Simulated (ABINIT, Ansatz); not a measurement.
# TlBr3 (Pm-3m): zone-centre phonons, part 3 of 4

Wanted: the vibrations of TlBr3 (Pm-3m) at Γ, by two programs.

ABINIT 10.8.3; DFT LDA, scalar-relativistic, plane waves, HGH norm-conserving pseudopotentials.

So far. Step 3 (Ground state): The cell stands at -1.7 GPa: the relaxation ran with a smoothed and higher cutoff, and the difference is a stress of the finite basis. Step 4 (Zone-centre response): The acoustic modes at Γ come out as far as 2.0 cm⁻¹ from zero, where they should vanish, a small numerical error. The lowest optical mode is imaginary, 56i cm⁻¹, an instability at this level and on this k mesh. The relaxed cell has a = 5.317 Å (conventional setting).

The structure was built from a prototype and need not be the compound's stable phase.

## Step 5: Modes with the sum rule

anaddb reads the merged derivatives and imposes the acoustic sum rule.

anaddb.abi reads:

```
ddb_filepath "gamma_DDB"
output_file "anaddb.abo"
outdata_prefix "anaddb"
asr 1
chneut 1
enunit 2
eivec 1
nph1l 1
qph1l 0.0 0.0 0.0 1.0
```

mrgddb.in reads:

```
gamma_DDB
merged
2
dfpt_gammao_DDB
gso_DDB
```

The run is started by

```console
mrgddb < mrgddb.in > mrgddb.log
OMP_NUM_THREADS=1 anaddb anaddb.abi > anaddb.log
```

anaddb.abo, the main output file:

```text
-outvars_anaddb: echo values of input variables ----------------------

 Miscellaneous information :
      enunit         2
       eivec         1
         asr         1
 First list of wavevector (reduced coord.) :
       nph1l         1
       qph1l
                     0.00000000E+00  0.00000000E+00  0.00000000E+00    1.000E+00

================================================================================

 read the DDB information and perform some checks

  ==== Info on the Cryst% object ====
 Real(R)+Recip(G) space primitive vectors, cartesian coordinates (Bohr,Bohr^-1):
 R(1)= 10.0477289  0.0000000  0.0000000  G(1)=  0.0995250  0.0000000  0.0000000
 R(2)=  0.0000000 10.0477289  0.0000000  G(2)=  0.0000000  0.0995250  0.0000000
 R(3)=  0.0000000  0.0000000 10.0477289  G(3)=  0.0000000  0.0000000  0.0995250
 Unit cell volume ucvol=  1.0143871E+03 bohr^3
 Angles (23,13,12)=  9.00000000E+01  9.00000000E+01  9.00000000E+01 degrees
 Time-reversal symmetry is present
 Reduced atomic positions [iatom, xred, symbol]:
    1)    0.0000000  0.0000000  0.0000000  Tl
    2)    0.5000000  0.0000000  0.0000000  Br
    3)    0.0000000  0.5000000  0.0000000  Br
    4)    0.0000000  0.0000000  0.5000000  Br

 DDB file with 3 blocks has been read.

================================================================================

 Treat the first list of vectors

  Phonon wavevector (reduced coordinates) :  0.00000  0.00000  0.00000
 Phonon energies in Hartree :
  -2.556788E-04 -2.556788E-04 -2.556788E-04 -1.504818E-04 -1.504818E-04
  -1.504818E-04  0.000000E+00  0.000000E+00  0.000000E+00  6.597092E-04
   6.597092E-04  6.597092E-04
 Phonon energies in meV     :
- -6.957374E+00 -6.957374E+00 -6.957374E+00 -4.094817E+00 -4.094817E+00
- -4.094817E+00  0.000000E+00  0.000000E+00  0.000000E+00  1.795160E+01
-  1.795160E+01  1.795160E+01
 Phonon frequencies in cm-1    :
- -5.611501E+01 -5.611501E+01 -5.611501E+01 -3.302693E+01 -3.302693E+01
- -3.302693E+01  0.000000E+00  0.000000E+00  0.000000E+00  1.447894E+02
-  1.447894E+02  1.447894E+02
 Phonon frequencies in Thz     :
- -1.682286E+00 -1.682286E+00 -1.682286E+00 -9.901224E-01 -9.901224E-01
- -9.901224E-01  0.000000E+00  0.000000E+00  0.000000E+00  4.340678E+00
-  4.340678E+00  4.340678E+00
 Phonon energies in Kelvin  :
- -8.073698E+01 -8.073698E+01 -8.073698E+01 -4.751838E+01 -4.751838E+01
- -4.751838E+01  0.000000E+00  0.000000E+00  0.000000E+00  2.083197E+02
-  2.083197E+02  2.083197E+02

 Eigendisplacements
 (will be given, for each mode : in cartesian coordinates
   for each atom the real part of the displacement vector,
   then the imaginary part of the displacement vector - absolute values smaller than 1.0d-7 are set to zero)
  Mode number    1   Energy   -2.556788E-04
 Attention : low frequency mode.
   (Could be unstable or acoustic mode)
-  1  0.00000000E+00  0.00000000E+00  1.02911608E-03
-     0.00000000E+00  0.00000000E+00  0.00000000E+00
-  2  0.00000000E+00  0.00000000E+00 -1.43223920E-03
-     0.00000000E+00  0.00000000E+00  0.00000000E+00
-  3  0.00000000E+00  0.00000000E+00 -1.43223920E-03
-     0.00000000E+00  0.00000000E+00  0.00000000E+00
-  4  0.00000000E+00  0.00000000E+00  2.32142998E-04
-     0.00000000E+00  0.00000000E+00  0.00000000E+00
  Mode number    2   Energy   -2.556788E-04
 Attention : low frequency mode.
   (Could be unstable or acoustic mode)
-  1  0.00000000E+00 -1.02911608E-03  0.00000000E+00
-     0.00000000E+00  0.00000000E+00  0.00000000E+00
-  2  0.00000000E+00  1.43223920E-03  0.00000000E+00
-     0.00000000E+00  0.00000000E+00  0.00000000E+00
-  3  0.00000000E+00 -2.32142998E-04  0.00000000E+00
-     0.00000000E+00  0.00000000E+00  0.00000000E+00
-  4  0.00000000E+00  1.43223920E-03  0.00000000E+00
-     0.00000000E+00  0.00000000E+00  0.00000000E+00
  Mode number    3   Energy   -2.556788E-04
 Attention : low frequency mode.
   (Could be unstable or acoustic mode)
-  1  1.02911608E-03  0.00000000E+00  0.00000000E+00
-     0.00000000E+00  0.00000000E+00  0.00000000E+00
-  2  2.32142998E-04  0.00000000E+00  0.00000000E+00
-     0.00000000E+00  0.00000000E+00  0.00000000E+00
-  3 -1.43223920E-03  0.00000000E+00  0.00000000E+00
-     0.00000000E+00  0.00000000E+00  0.00000000E+00
-  4 -1.43223920E-03  0.00000000E+00  0.00000000E+00
-     0.00000000E+00  0.00000000E+00  0.00000000E+00
  Mode number    4   Energy   -1.504818E-04
 Attention : low frequency mode.
   (Could be unstable or acoustic mode)
-  1  0.00000000E+00  0.00000000E+00  0.00000000E+00
-     0.00000000E+00  0.00000000E+00  0.00000000E+00
-  2  0.00000000E+00  0.00000000E+00 -1.85276651E-03
-     0.00000000E+00  0.00000000E+00  0.00000000E+00
-  3  0.00000000E+00  0.00000000E+00  1.85276651E-03
-     0.00000000E+00  0.00000000E+00  0.00000000E+00
-  4  0.00000000E+00  0.00000000E+00  0.00000000E+00
-     0.00000000E+00  0.00000000E+00  0.00000000E+00
  Mode number    5   Energy   -1.504818E-04
 Attention : low frequency mode.
   (Could be unstable or acoustic mode)
-  1  0.00000000E+00  0.00000000E+00  0.00000000E+00
-     0.00000000E+00  0.00000000E+00  0.00000000E+00
-  2  0.00000000E+00  1.85276651E-03  0.00000000E+00
-     0.00000000E+00  0.00000000E+00  0.00000000E+00
-  3  0.00000000E+00  0.00000000E+00  0.00000000E+00
-     0.00000000E+00  0.00000000E+00  0.00000000E+00
-  4  0.00000000E+00 -1.85276651E-03  0.00000000E+00
-     0.00000000E+00  0.00000000E+00  0.00000000E+00
  Mode number    6   Energy   -1.504818E-04
 Attention : low frequency mode.
   (Could be unstable or acoustic mode)
-  1  0.00000000E+00  0.00000000E+00  0.00000000E+00
-     0.00000000E+00  0.00000000E+00  0.00000000E+00
-  2  0.00000000E+00  0.00000000E+00  0.00000000E+00
-     0.00000000E+00  0.00000000E+00  0.00000000E+00
-  3 -1.85276651E-03  0.00000000E+00  0.00000000E+00
-     0.00000000E+00  0.00000000E+00  0.00000000E+00
-  4  1.85276651E-03  0.00000000E+00  0.00000000E+00
-     0.00000000E+00  0.00000000E+00  0.00000000E+00
  Mode number    7   Energy    0.000000E+00
 Attention : low frequency mode.
   (Could be unstable or acoustic mode)
-  1  0.00000000E+00  0.00000000E+00  1.11142933E-03
-     0.00000000E+00  0.00000000E+00  0.00000000E+00
-  2  0.00000000E+00  0.00000000E+00  1.11142939E-03
-     0.00000000E+00  0.00000000E+00  0.00000000E+00
-  3  0.00000000E+00  0.00000000E+00  1.11142939E-03
-     0.00000000E+00  0.00000000E+00  0.00000000E+00
-  4  0.00000000E+00  0.00000000E+00  1.11142931E-03
-     0.00000000E+00  0.00000000E+00  0.00000000E+00
  Mode number    8   Energy    0.000000E+00
 Attention : low frequency mode.
   (Could be unstable or acoustic mode)
-  1  0.00000000E+00  1.11142933E-03  0.00000000E+00
-     0.00000000E+00  0.00000000E+00  0.00000000E+00
-  2  0.00000000E+00  1.11142939E-03  0.00000000E+00
-     0.00000000E+00  0.00000000E+00  0.00000000E+00
-  3  0.00000000E+00  1.11142931E-03  0.00000000E+00
-     0.00000000E+00  0.00000000E+00  0.00000000E+00
-  4  0.00000000E+00  1.11142939E-03  0.00000000E+00
-     0.00000000E+00  0.00000000E+00  0.00000000E+00
  Mode number    9   Energy    0.000000E+00
 Attention : low frequency mode.
   (Could be unstable or acoustic mode)
-  1  1.11142933E-03  0.00000000E+00  0.00000000E+00
-     0.00000000E+00  0.00000000E+00  0.00000000E+00
-  2  1.11142931E-03  0.00000000E+00  0.00000000E+00
-     0.00000000E+00  0.00000000E+00  0.00000000E+00
-  3  1.11142939E-03  0.00000000E+00  0.00000000E+00
-     0.00000000E+00  0.00000000E+00  0.00000000E+00
-  4  1.11142939E-03  0.00000000E+00  0.00000000E+00
-     0.00000000E+00  0.00000000E+00  0.00000000E+00
  Mode number   10   Energy    6.597092E-04
-  1  0.00000000E+00  0.00000000E+00  6.24274759E-04
-     0.00000000E+00  0.00000000E+00  0.00000000E+00
-  2  0.00000000E+00  0.00000000E+00  3.82307881E-04
-     0.00000000E+00  0.00000000E+00  0.00000000E+00
-  3  0.00000000E+00  0.00000000E+00  3.82307881E-04
-     0.00000000E+00  0.00000000E+00  0.00000000E+00
-  4  0.00000000E+00  0.00000000E+00 -2.36142372E-03
-     0.00000000E+00  0.00000000E+00  0.00000000E+00
  Mode number   11   Energy    6.597092E-04
-  1  0.00000000E+00  6.24274759E-04  0.00000000E+00
-     0.00000000E+00  0.00000000E+00  0.00000000E+00
-  2  0.00000000E+00  3.82307881E-04  0.00000000E+00
-     0.00000000E+00  0.00000000E+00  0.00000000E+00
-  3  0.00000000E+00 -2.36142372E-03  0.00000000E+00
-     0.00000000E+00  0.00000000E+00  0.00000000E+00
-  4  0.00000000E+00  3.82307881E-04  0.00000000E+00
-     0.00000000E+00  0.00000000E+00  0.00000000E+00
  Mode number   12   Energy    6.597092E-04
-  1  6.24274759E-04  0.00000000E+00  0.00000000E+00
-     0.00000000E+00  0.00000000E+00  0.00000000E+00
-  2 -2.36142372E-03  0.00000000E+00  0.00000000E+00
-     0.00000000E+00  0.00000000E+00  0.00000000E+00
-  3  3.82307881E-04  0.00000000E+00  0.00000000E+00
-     0.00000000E+00  0.00000000E+00  0.00000000E+00
-  4  3.82307881E-04  0.00000000E+00  0.00000000E+00
-     0.00000000E+00  0.00000000E+00  0.00000000E+00

 Analysis of degeneracies and characters (maximum tolerance=1.00E-06 a.u.)
 For each vibration mode, or group of modes if degenerate,
 the characters are given for each symmetry operation (see the list in the log file).
 Symmetry characters of vibration mode #   1
       degenerate with vibration modes #   2 to    3
  3.0 -3.0 -1.0  1.0 -1.0  1.0 -1.0  1.0  1.0 -1.0 -1.0  1.0  1.0 -1.0 -1.0  1.0
  0.0 -0.0 -0.0  0.0  0.0 -0.0  0.0 -0.0  1.0 -1.0 -1.0  1.0 -1.0  1.0  1.0 -1.0
  0.0 -0.0  0.0 -0.0  0.0 -0.0 -0.0  0.0  1.0 -1.0  1.0 -1.0 -1.0  1.0 -1.0  1.0
 Symmetry characters of vibration mode #   4
       degenerate with vibration modes #   5 to    6
  3.0 -3.0 -1.0  1.0 -1.0  1.0 -1.0  1.0 -1.0  1.0  1.0 -1.0 -1.0  1.0  1.0 -1.0
 -0.0  0.0 -0.0  0.0  0.0 -0.0  0.0 -0.0 -1.0  1.0  1.0 -1.0  1.0 -1.0 -1.0  1.0
 -0.0  0.0  0.0 -0.0  0.0 -0.0 -0.0  0.0 -1.0  1.0 -1.0  1.0  1.0 -1.0  1.0 -1.0
 Symmetry characters of vibration mode #   7
       degenerate with vibration modes #   8 to    9
  3.0 -3.0 -1.0  1.0 -1.0  1.0 -1.0  1.0  1.0 -1.0 -1.0  1.0  1.0 -1.0 -1.0  1.0
  0.0 -0.0  0.0 -0.0 -0.0  0.0 -0.0  0.0  1.0 -1.0 -1.0  1.0 -1.0  1.0  1.0 -1.0
  0.0 -0.0 -0.0  0.0 -0.0  0.0  0.0 -0.0  1.0 -1.0  1.0 -1.0 -1.0  1.0 -1.0  1.0
 Symmetry characters of vibration mode #  10
       degenerate with vibration modes #  11 to   12
  3.0 -3.0 -1.0  1.0 -1.0  1.0 -1.0  1.0  1.0 -1.0 -1.0  1.0  1.0 -1.0 -1.0  1.0
  0.0 -0.0 -0.0  0.0  0.0 -0.0 -0.0  0.0  1.0 -1.0 -1.0  1.0 -1.0  1.0  1.0 -1.0
  0.0 -0.0  0.0 -0.0 -0.0  0.0 -0.0  0.0  1.0 -1.0  1.0 -1.0 -1.0  1.0 -1.0  1.0
-
```

It took 0.5 s on 1 thread of Arm Neoverse V1, shared host.

Read from the output:

* lowest optical zone-centre mode: -56.12 cm⁻¹

No LO-TO term; unit eigenvectors of the mass-weighted matrix, from anaddb's displacements. Modes at Γ, with each element's share of the kinetic energy (negative means imaginary):

| mode | frequency (cm⁻¹) | symmetry | Tl % | Br % |
| --- | --- | --- | --- | --- |
| 1 | -56.1 | T1u | 39 | 61 |
| 2 | -56.1 | T1u | 39 | 61 |
| 3 | -56.1 | T1u | 39 | 61 |
| 4 | -33.0 | T2u | 0 | 100 |
| 5 | -33.0 | T2u | 0 | 100 |
| 6 | -33.0 | T2u | 0 | 100 |
| 7 | 0.0 | acoustic | 46 | 54 |
| 8 | 0.0 | acoustic | 46 | 54 |
| 9 | 0.0 | acoustic | 46 | 54 |
| 10 | 144.8 | T1u | 15 | 85 |
| 11 | 144.8 | T1u | 15 | 85 |
| 12 | 144.8 | T1u | 15 | 85 |

Displacements in mode 2 (-56.1 cm⁻¹), the largest set to 1:
```
Tl1  0.00 -0.72  0.00
Br2  0.00  1.00  0.00
Br3  0.00 -0.16  0.00
Br4  0.00  1.00  0.00
```

Displacements in mode 5 (-33.0 cm⁻¹), the largest set to 1:
```
Tl1  0.00  0.00  0.00
Br2  0.00  1.00  0.00
Br3  0.00  0.00  0.00
Br4  0.00 -1.00  0.00
```

The rule moves no optical mode by more than 0.2 cm⁻¹.

(Continued in part 4 of 4.)

[Host names and launcher messages were left out of these logs when they were recorded.]

[Logs are printed without paths, hosts, clocks, repeated set-up lines and the standing remarks that a program may print on its own settings, such as how far it seeks lower states.]

[Hosts, paths, dates, database ids (printed as entryN), source tags and the programs' standing remarks are cut or masked in the printed files.]
